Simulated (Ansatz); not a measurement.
# VCuS3, from a guessed structure to a relaxed one, part 2 of 2

This structure for VCuS3 is made up. Its elements were placed in a known structure type with a cell scaled to their sizes. What cell does the guess relax to, and how far off was it?

Ansatz 0.2.0; DFT, PBEsol, plane-wave PAW, files of the set soft_1, scalar-relativistic, ferromagnetic start, cell and ions relaxed at zero pressure; PAW set soft_1 (the session's first sound run).

So far: Starting point; Relaxing cell and atoms. The relaxed cell has a = 4.487 Å (conventional setting).

## 3. Bands of the relaxed cell

A second self-consistent run takes a narrower smearing and the mesh shown in its input; the bands follow along the standard path of the relaxed lattice.

This step: DFT, PBEsol, plane-wave PAW, files of the set soft_1, scalar-relativistic, no spin, bands and density of states at the relaxed cell; PAW set soft_1 (Ansatz 0.2.0).

input.yaml reads:

```yaml
crystal:
  lattice:
    - [4.4869309767, 0.0, 0.0]
    - [0.0, 4.4869309767, 0.0]
    - [0.0, 0.0, 4.4869309767]
  atoms:
    - { symbol: Cu, position: [0.0, 0.0, 0.0] }
    - { symbol: V, position: [0.5, 0.5, 0.5] }
    - { symbol: S, position: [0.0, 0.5, 0.5] }
    - { symbol: S, position: [0.5, 0.0, 0.5] }
    - { symbol: S, position: [0.5, 0.5, 0.0] }
kpoints:
  mp_grid: { grid: [8, 8, 8] }
  band_path:
    path:
      - [[0.0, 0.0, 0.0], [0.0, 0.5, 0.0], [0.5, 0.5, 0.0], [0.0, 0.0, 0.0], [0.5, 0.5, 0.5], [0.0, 0.5, 0.0]]
      - [[0.5, 0.5, 0.0], [0.5, 0.5, 0.5]]
    npoints: 13
scf:
  occupations: { method: fermi_dirac, width: 0.03 }
  n_extra_bands: 9
hamiltonian:
  xc: pbesol
  pseudopotentials: { kind: paw, azcp: { folder: soft_1 }, xc_functional: pbe }
output:
  forces: true
  stress: true
  write_bands: true
  dos: { projected: true }
  write_density: true
  write_potential: true
  elf: true
  volumetric_format: npy
```

Run with:

```
ansatz run input.yaml --threads 4 --pin off --max-ram 8192MiB --backend cpu --events-out ev --progress --plain --runs-dir out
```

Numbers of over 12 decimals in the logs are rounded to 6 here.

The program printed:

```text
[...]
Crystal: 5 atoms, lattice volume = 90.333 Å³
Basis set: ecut = 420 eV, 1791 PW (Γ), exchange–correlation on 60×60×60 points (8 copies of the dense FFT grid, shifted against one another)
Bands: 34, of which v1, the nominal top of the filled ones, is band 25 counted from 1 (24 counted from 0)
Symmetry: 48 space group operations
[...]
k-points: 35 of 512
[...]
SCF iter   1: F=—  HF=-12131.011962 eV  |F-HF|=—  |Δ(HF+E_count)|=         —  Δρ=2.21e-1  dr2=6.98e1  ethr=3.10e-3  ⟨swp⟩=7.5  Hψ=5729  notcnv=0
[...]
SCF iter  11: F=-12128.077933 eV  HF=-12128.077933 eV  |F-HF|=1.91e-8  |Δ(HF+E_count)|=   3.40e-9  Δρ=4.48e-6  dr2=2.50e-8  ethr=1.72e-10  ⟨swp⟩=8.6  Hψ=6645  notcnv=0
SCF 1 converged in 11 iterations: F = -12128.077933 eV  dr2 = 2.50e-8
[...]
NSCF: frozen V_eff on 80 k-points
SCF converged after 11 iterations
Free energy (F): -12128.077933 eV
[...]
Internal energy: -12128.063509 eV  (E = F + TS)
E sigma→0 (E₀):  -12128.070721 eV
Entropy (-TS):   -0.014424 eV (-2.885 meV/atom)
Fermi energy:    8.423564 eV
[...]
--- Stress (GPa, compression-positive) ---
       -0.392268       0.000000       0.000000
       -0.000000      -0.392268       0.000000
        0.000000       0.000000      -0.392268
  P = ⅓ Tr σ = -0.3923 GPa (-3.923 kbar)
--- Band table (eV; the first three rows and the last of 35) ---
  k-point 0: bands = [... 21 lower, 7.0497, 7.5165, 7.5165, 7.5165, 7.9451, 7.9451, 7.9451, 8.0963, ... 5 higher]
  k-point 1: bands = [... 21 lower, 7.1056, 7.2964, 7.5035, 7.5878, 7.5878, 8.3522, 8.3522, 8.5561, ... 5 higher]
  k-point 2: bands = [... 21 lower, 6.9971, 7.4689, 7.5031, 7.8084, 7.8084, 8.9932, 8.9932, 9.0875, ... 5 higher]
  k-point 34: bands = [... 21 lower, 7.0104, 7.7492, 8.8213, 8.8213, 8.8213, 9.5236, 9.5236, 9.5236, ... 5 higher]
```

Elapsed: 3.1 s, on 4 threads of Intel Xeon at 2.60GHz (Ice Lake), shared host; peak memory 0.52 GiB.

The column dr2 measures how far the density is from self-consistency, as an energy; F and HF (Harris–Foulkes) agree once it is small.

Numbers from this step:

| Property | Result |
| --- | --- |
| free energy | -12128.0779 eV |
| energy at zero smearing | -12128.0707 eV |
| smearing term TS | 0.01442 eV |
| Fermi energy | 8.424 eV |
| pressure | -0.3923 GPa |

From bands.tsv, the bands that come nearest the Fermi level along the path, at its corners, in eV from the Fermi level:

```
point  band 22  band 23  band 24  band 25  band 26  band 27  band 28  band 29
    Γ    -1.37    -0.91    -0.91    -0.91    -0.48    -0.48    -0.48    -0.33
    X    -1.43    -1.02    -0.78    -0.36    -0.36     0.66     1.24     1.24
    M    -1.41    -1.20    -1.20     0.48     0.49     1.39     1.39     1.46
    Γ    -1.37    -0.91    -0.91    -0.91    -0.48    -0.48    -0.48    -0.33
    R    -1.41    -0.67     0.40     0.40     0.40     1.10     1.10     1.10
    X    -1.43    -1.02    -0.78    -0.36    -0.36     0.66     1.24     1.24
    M    -1.41    -1.20    -1.20     0.48     0.49     1.39     1.39     1.46
    R    -1.41    -0.67     0.40     0.40     0.40     1.10     1.10     1.10
```

States per cell as run, both spins, in windows of 1 eV, from dos.tsv (zero at the Fermi level):

| from | to | total |
| --- | --- | --- |
| -8 | -7 | 0.00 |
| -7 | -6 | 0.28 |
| -6 | -5 | 2.83 |
| -5 | -4 | 5.34 |
| -4 | -3 | 2.36 |
| -3 | -2 | 2.52 |
| -2 | -1 | 10.54 |
| -1 | 0 | 4.16 |
| 0 | 1 | 4.70 |
| 1 | 2 | 3.70 |
| 2 | 3 | 1.84 |
| 3 | 4 | 0.85 |
| 4 | 5 | 1.26 |
| 5 | 6 | 1.84 |

Below -8 eV lie 22.0 more states.

Electrostatic potential energy in the ac plane at fractional y = 0.500, with atoms of V and S within 0.2 Å of it. With pseudopotentials it is smooth inside the atoms' cores, unlike the true potential.

Ten even steps from '0' (-34 eV) to '9' (13 eV), each cell a mean:
```
99997100048999
99998511268999
99999866789999
88998866789988
35788522368864
00476100037720
20275000026610
00375100026610
12687310158851
67898755688987
99999877789999
99998632479999
99997200058999
99996102038999
```
Columns run along a (4.5 Å; values clipped at the 3rd and 97th percentile), rows up along c (4.5 Å). Atoms in or near the plane, at fractional coordinates: V at (0.50, 0.50), S at (0.00, 0.50), S at (0.50, 0.00).

ELF in the ac plane at fractional y = 0.500, with atoms of V and S within 0.2 Å of it. It is the smooth field of the valence electrons, not physical close to the nuclei.

Ten even steps from '_' (0.02) to '@' (0.84), each cell a mean:
```
____..**@@%%--..++@@%%==..__
..__..==%%@@%%%%@@@@##::__..
++--::::++%%@@@@@@##==..::==
@@%%**--::::------::::==##%%
@@@@@@++..::====--..::##@@@@
--##@@**::++##%%##----@@@@++
__==@@##--**%%%%%%==--@@%%..
..++@@**::++%%%%##==--@@%%--
%%@@@@**::--++**++::::%%@@%%
@@@@##--::::::--::..::++%%@@
##++--::--****##**++--::==**
::....--##@@@@@@@@@@**::....
____..++@@@@++==##@@%%--____
____::##@@%%..__--@@@@++..__
```
Columns run along a (4.5 Å), rows up along c (4.5 Å). Atoms in or near the plane, at fractional coordinates: V at (0.50, 0.50), S at (0.00, 0.50), S at (0.50, 0.00).

Valence density in the ac plane at fractional y = 0.500, with atoms of V and S within 0.2 Å of it. It is the smooth field of the valence electrons, not physical close to the nuclei.

Ten steps, logarithmic in the rise over the least value, from '_' (0 e/Å³) to '@' (14 e/Å³), each cell a mean:
```
______..--====--====::..____
______..::========--::..____
........::----==--::........
::::::....::------::....::::
==----::::--++++==::::::--==
======----**%%%%##==----====
::====--==##@@@@%%++--====--
--====----**@@@@%%++----====
====--::::==**##**--::--====
----::....::--==--::..::::--
..........::------::........
______..::--======--::..____
______..--========--::..____
______..--==--::====::..____
```
Columns run along a (4.5 Å), rows up along c (4.5 Å). Atoms in or near the plane, at fractional coordinates: V at (0.50, 0.50), S at (0.00, 0.50), S at (0.50, 0.00).

## 4. Summary of results

```
space group, relaxed : Pm-3m
conventional cell    : a = 4.487, b = 4.487, c = 4.487 Å; α = 90.0°, β = 90.0°, γ = 90.0°
volume per atom      : 18.07 Å³ (guess 19.29)
total moment         : 0.00 μB in the cell of 5 atoms
```

What this shows: VCuS3 relaxes to Pm-3m with a = 4.487, b = 4.487 and c = 4.487 Å. The guessed volume was 7 % too large. The space group Pm-3m was held in the relaxation, so the end point is a stationary structure within it and may be a saddle against distortions or other arrangements. The moments died out from this one start and weren't seeded again at the relaxed cell. Bands cross the Fermi level, so it is a metal or semimetal at this level. On the 8×8×8 mesh with the narrower smearing (relaxed on 6×6×6) the forces vanish, as symmetry may demand, and the largest stress component is 0.392 GPa, against the relaxation's thresholds of 0.015 eV/Å and 0.05 GPa. The cutoff wasn't tested. No dispersion term is used, so weakly bound directions may come out too long. Nothing here tests whether the compound is stable against decomposition.

[Logs are printed without paths, hosts, clocks, repeated set-up lines and the standing remarks that a program may print on its own settings, such as how far it seeks lower states.]

[Hosts, paths, dates, database ids (printed as entryN), source tags and the programs' standing remarks are cut or masked in the printed files.]
